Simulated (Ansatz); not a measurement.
## C monolayer: relaxing the cell for a phonon run

Task: relax C monolayer tightly.

Main program and level: Ansatz 0.2.0; DFT LDA, scalar-relativistic, plane waves, PAW.

Most raw output is cut from this account.

### Step 1. The starting structure

The cell holds 2 atoms: 2 C. Its edges and angles: a = 2.460 Å, b = 2.460 Å, c = 20.000 Å, α = 90.0°, β = 90.0°, γ = 120.0°. Vacuum lies along c.

### Step 2. Probe on a coarse mesh

First a cheap look: the gap decides the mesh and the occupations, the pressure tells how far the cell has to move.

The program solves this slab on a cell height of its own, 23.8 Å, in place of the one typed.

Input file input.yaml:

```yaml
crystal:
  lattice:
    - [2.46, 0.0, 0.0]
    - [-1.23, 2.13042, 0.0]
    - [0.0, 0.0, 20.0]
  atoms:
    - { symbol: C, position: [0.333333, 0.666667, 0.5] }
    - { symbol: C, position: [0.666667, 0.333333, 0.5] }
  periodic: [true, true, false]
kpoints:
  mp_grid: { grid: [9, 9, 1] }
hamiltonian:
  xc: lda
scf:
  occupations: { method: gaussian, width: 0.1 }
output:
  forces: true
  stress: true
  eigenvalues: true
```

Launch:

```console
$ ansatz run input.yaml --threads 8 --pin off --max-ram 14336MiB --backend cpu --events-out ev --progress --plain --runs-dir out
```

Run time: 0.8 s. Hardware: 8 threads of Arm Neoverse V2, shared host; peak memory 0.31 GiB.

This step gave:

```yaml
gap_on_the_k_mesh: 2.75e-13 eV
direct_gap_on_mesh: 2.75e-13 eV
area_per_atom: 2.62 Å²
```

The coarse mesh shows no gap.

### Step 3. Relaxation

The cell and atoms are relaxed, since residual forces and stress would shift the frequencies.

The program solves this slab on a cell height of its own, 23.8 Å, in place of the one typed.

input.yaml, the sections that differ from step 2:

```yaml
kpoints:
  mp_grid: { grid: [21, 21, 1] }
output:
  forces: true
  stress: true
  eigenvalues: true
  write_density: true
  write_potential: true
  elf: true
  volumetric_format: npy
relax:
  adjacent_minimum: "off"
  f_tol: 0.005
  max_steps: 80
  cell: { stress_2d_tol: 0.02 }
# crystal, hamiltonian, scf: as in step 2
```

It took 3.9 s on 8 threads; peak memory 0.42 GiB.

The steps of the relaxation:

```
step  energy less that of the first step (eV)  largest force component (eV/Å)  volume (Å³)
   1                                   0.0000                          0.0000       124.73
   2                                  -0.0052                          0.0000       123.76
   3                                  -0.0063                          0.0000       123.19
   4                                  -0.0063                          0.0000       123.20
  5*                                  -0.0054                          0.0000       123.20
   6                                  -0.0054                          0.0000       123.19
  7*                                  -0.0054                          0.0000       123.19
```

Relaxation steps marked * repeat the geometry before them on a plane-wave basis chosen anew for their cell, so energy and pressure can jump there.

The run keeps the 24 symmetry operations that it works with, so distortions that break them were not tested.

```
cell as run  before  after  change
      a (Å)   2.460  2.445  -0.6 %
      b (Å)   2.460  2.445  -0.6 %
```

The relaxed structure:

```cif
data_structure
_symmetry_space_group_name_H-M 'P 1'
_symmetry_Int_Tables_number 1
_cell_length_a 2.4447
_cell_length_b 2.4447
_cell_length_c 23.8000
_cell_angle_alpha 90.000
_cell_angle_beta 90.000
_cell_angle_gamma 120.000
_cell_volume 123.19
loop_
_atom_site_label
_atom_site_type_symbol
_atom_site_fract_x
_atom_site_fract_y
_atom_site_fract_z
_atom_site_occupancy
C1 C 0.33333 0.66667 0.42017 1
C2 C 0.66667 0.33333 0.42017 1
```

Numbers from this step:

| Quantity | Value |
| --- | --- |
| gap on the k-mesh | 0 eV |
| area per atom | 2.588 Å² |

Electrostatic potential energy in the ab plane at fractional z = 0.420, with atoms of C within 0.2 Å of it. With pseudopotentials it is smooth inside the atoms' cores, unlike the true potential.

Ten even steps from '_' (-95 eV) to '@' (-5 eV):
```
@@@@@@@@%%******%%@@@@@@@@
@@@@@@##++----++##@@@@@@@@
@@@@##==::..::==##@@@@@@@@
@@%%++::____::++%%@@@@@@@@
%%**--..__..--**%%%%####%%
##**--::::--**##**++==++**
##**++==++**##**--::::--**
%%%%####%%%%**--..__..--**
@@@@@@@@@@%%++::____::++%%
@@@@@@@@@@##==::..::==##@@
@@@@@@@@@@##++----++##@@@@
@@@@@@@@@@%%******%%@@@@@@
@@@@@@@@@@%%####%%@@@@@@@@
```
Columns run along a (2.4 Å; values clipped at the 3rd and 97th percentile), rows up along b (2.4 Å). Atoms in or near the plane, at fractional coordinates: C at (0.33, 0.67), C at (0.67, 0.33).

Valence density in the ab plane at fractional z = 0.420, with atoms of C within 0.2 Å of it. It is the smooth field of the valence electrons, not physical close to the nuclei.

Ten even steps from '0' (0.2 e/Å³) to '9' (2.1 e/Å³):
```
0013589853100
0125799752100
2357999753211
4579889754323
7899899875555
9999999987778
9877789999999
7555578998998
4323457988975
2112357999753
0001257997521
0001358985310
0002479974200
```
Columns run along a (2.4 Å), rows up along b (2.4 Å). Atoms in or near the plane, at fractional coordinates: C at (0.33, 0.67), C at (0.67, 0.33).

ELF in the ab plane at fractional z = 0.420, with atoms of C within 0.2 Å of it. It is the smooth field of the valence electrons, not physical close to the nuclei.

Ten even steps from '_' (0.01) to '@' (0.93):
```
__..--**%%@@@@@@%%**--..__
..--++******##****++--....
==****==::..::==****==----
##%%**::____::**%%##**++**
@@@@**..__..**@@@@%%****%%
@@@@##::::**@@@@@@**==**@@
@@@@**==**@@@@@@**::::##@@
@@%%****%%@@@@**..__..**@@
##**++**##%%**::____::**%%
==----==****==::..::==****
......--++****##******++--
____..--**%%@@@@@@%%**--..
____..==##@@@@@@@@##==..__
```
Columns run along a (2.4 Å), rows up along b (2.4 Å). Atoms in or near the plane, at fractional coordinates: C at (0.33, 0.67), C at (0.67, 0.33).

### Step 4. Relaxation

The relaxation is repeated from its end on the same settings, as a check that it has come to rest.

input.yaml, the sections that differ from step 3:

```yaml
crystal:
  lattice:
    - [2.4447053745, 0.0, 0.0]
    - [-1.2223526873, 2.1171769591, 0.0]
    - [0.0, 0.0, 23.8]
  atoms:
    - { symbol: C, position: [0.3333333333, 0.6666666667, 0.4201680672] }
    - { symbol: C, position: [0.6666666667, 0.3333333333, 0.4201680672] }
  periodic: [true, true, false]
# kpoints, hamiltonian, scf, output, relax: as in step 3
```

The job ended after 1.3 s (8 threads; peak memory 0.42 GiB).

Little changed from the start: no atom moved by 0.005 Å and no cell edge by 0.1 %.

Valence density in the ab plane at fractional z = 0.420, with atoms of C within 0.2 Å of it. It is the smooth field of the valence electrons, not physical close to the nuclei.

Ten even steps from '_' (0.2 e/Å³) to '@' (2.1 e/Å³):
```
____..--++%%@@%%++--..____
__..::++##@@@@##++::..____
::--++##@@@@@@##++--::....
==++##@@%%%%@@##++==--::--
##%%@@@@%%@@@@%%##++++++++
@@@@@@@@@@@@@@@@%%######%%
@@%%######%%@@@@@@@@@@@@@@
##++++++++##%%@@@@%%@@@@%%
==--::--==++##@@%%%%@@##++
::....::--++##@@@@@@##++--
______..::++##@@@@##++::..
______..--++%%@@%%++--..__
______::==##@@@@##==::____
```
Columns run along a (2.4 Å), rows up along b (2.4 Å). Atoms in or near the plane, at fractional coordinates: C at (0.33, 0.67), C at (0.67, 0.33).

Electrostatic potential energy in the ab plane at fractional z = 0.420, with atoms of C within 0.2 Å of it. With pseudopotentials it is smooth inside the atoms' cores, unlike the true potential.

Ten even steps from '0' (-95 eV) to '9' (-5 eV):
```
9999866689999
9997533579999
9974212479999
9852002589999
8631013688778
7632236765456
7654567632236
8877886310136
9999985200258
9999974212479
9999975335799
9999986668999
9999987789999
```
Columns run along a (2.4 Å; values clipped at the 3rd and 97th percentile), rows up along b (2.4 Å). Atoms in or near the plane, at fractional coordinates: C at (0.33, 0.67), C at (0.67, 0.33).

ELF in the ab plane at fractional z = 0.420, with atoms of C within 0.2 Å of it. It is the smooth field of the valence electrons, not physical close to the nuclei.

Ten even steps from '0' (0.01) to '9' (0.93):
```
0136899986310
1356667665311
4664212466433
7862002687656
9961016998668
9972269996469
9964699962279
9866899610169
7656786200268
4334664212466
1113566766653
0013689998631
0014799997410
```
Columns run along a (2.4 Å), rows up along b (2.4 Å). Atoms in or near the plane, at fractional coordinates: C at (0.33, 0.67), C at (0.67, 0.33).

### Step 5. Relaxing to small forces for the phonons

Phonons need a cell at rest on their own settings, so the relaxation is repeated with tight tolerances on forces and stress on the k mesh and occupations of the first response run.

Changes to input.yaml since step 4:

```diff
@@ -14,3 +14,3 @@
 scf:
-  occupations: { method: gaussian, width: 0.1 }
+  occupations: { method: methfessel_paxton, width: 0.15 }
 output:
@@ -25,4 +25,4 @@
   adjacent_minimum: "off"
-  f_tol: 0.005
-  max_steps: 80
-  cell: { stress_2d_tol: 0.02 }
+  f_tol: 0.001
+  max_steps: 60
+  cell: { stress_2d_tol: 0.002 }
```

Elapsed: 1.4 s, on 8 threads; peak memory 0.41 GiB; 8.6 s of CPU time.

Little changed from the start: no atom moved by 0.005 Å and no cell edge by 0.1 %.

ELF in the ab plane at fractional z = 0.420, with atoms of C within 0.2 Å of it. It is the smooth field of the valence electrons, not physical close to the nuclei.

Ten even steps from '0' (0.01) to '9' (0.93):
```
0136899986310
1356667665311
4664212466433
7862002687656
9961016998668
9972269996469
9964699962279
9866899610169
7656786200268
4334664212466
1113566766653
0013689998631
0014799997410
```
Columns run along a (2.4 Å), rows up along b (2.4 Å). Atoms in or near the plane, at fractional coordinates: C at (0.33, 0.67), C at (0.67, 0.33).

Valence density in the ab plane at fractional z = 0.420, with atoms of C within 0.2 Å of it. It is the smooth field of the valence electrons, not physical close to the nuclei.

Ten even steps from '0' (0.2 e/Å³) to '9' (2.1 e/Å³):
```
0013589853100
0125799752100
2357999753211
4579889754323
7899899875555
9999999987778
9877789999999
7555578998998
4323457988975
2112357999753
0001257997521
0001358985310
0002479974200
```
Columns run along a (2.4 Å), rows up along b (2.4 Å). Atoms in or near the plane, at fractional coordinates: C at (0.33, 0.67), C at (0.67, 0.33).

Electrostatic potential energy in the ab plane at fractional z = 0.420, with atoms of C within 0.2 Å of it. With pseudopotentials it is smooth inside the atoms' cores, unlike the true potential.

Values in eV, 13 rows by 13 columns:
```
 -5  -5  -8 -12 -22 -33 -38 -34 -22 -13  -8  -6  -5
 -6  -8 -13 -28 -47 -60 -60 -48 -28 -13  -8  -6  -6
 -9 -12 -28 -54 -74 -83 -74 -53 -28 -13  -9  -8  -8
-13 -22 -47 -74 -95 -95 -74 -47 -22 -13 -13 -13 -13
-19 -33 -60 -83 -95 -83 -60 -33 -19 -22 -28 -28 -22
-24 -38 -60 -74 -74 -60 -38 -24 -33 -47 -53 -48 -34
-24 -34 -48 -53 -47 -33 -24 -38 -60 -74 -74 -60 -38
-19 -22 -28 -28 -22 -19 -33 -60 -83 -95 -83 -60 -33
-13 -13 -13 -13 -13 -22 -47 -74 -95 -95 -74 -47 -22
 -9  -8  -8  -9 -13 -28 -53 -74 -83 -74 -54 -28 -12
 -6  -6  -6  -8 -13 -28 -48 -60 -60 -47 -28 -13  -8
 -5  -5  -6  -8 -13 -22 -34 -38 -33 -22 -12  -8  -5
 -5  -5  -6  -9 -13 -19 -24 -24 -19 -13  -9  -6  -5
```
Columns run along a (2.4 Å; values clipped at the 3rd and 97th percentile), rows up along b (2.4 Å). Atoms in or near the plane, at fractional coordinates: C at (0.33, 0.67), C at (0.67, 0.33).

The forces vanish by symmetry, within the tolerances set.

### Step 6. Results

```yaml
space_group_after_relaxation_within_0p01_a: P6/mmm
lattice_constant_a: 2.445 Å
lattice_constant_b: 2.445 Å
area_per_atom: 2.59 Å²
```

The forces vanish by symmetry, within the tolerances set. The relaxation keeps the symmetry of its start, so it says nothing on stability against lower symmetry. The starting cell was built on a prototype and not taken from a measurement.

[Logs are printed without paths, hosts, clocks, repeated set-up lines and the standing remarks that a program may print on its own settings, such as how far it seeks lower states.]

[Hosts, paths, dates, database ids (printed as entryN), source tags and the programs' standing remarks are cut or masked in the printed files.]
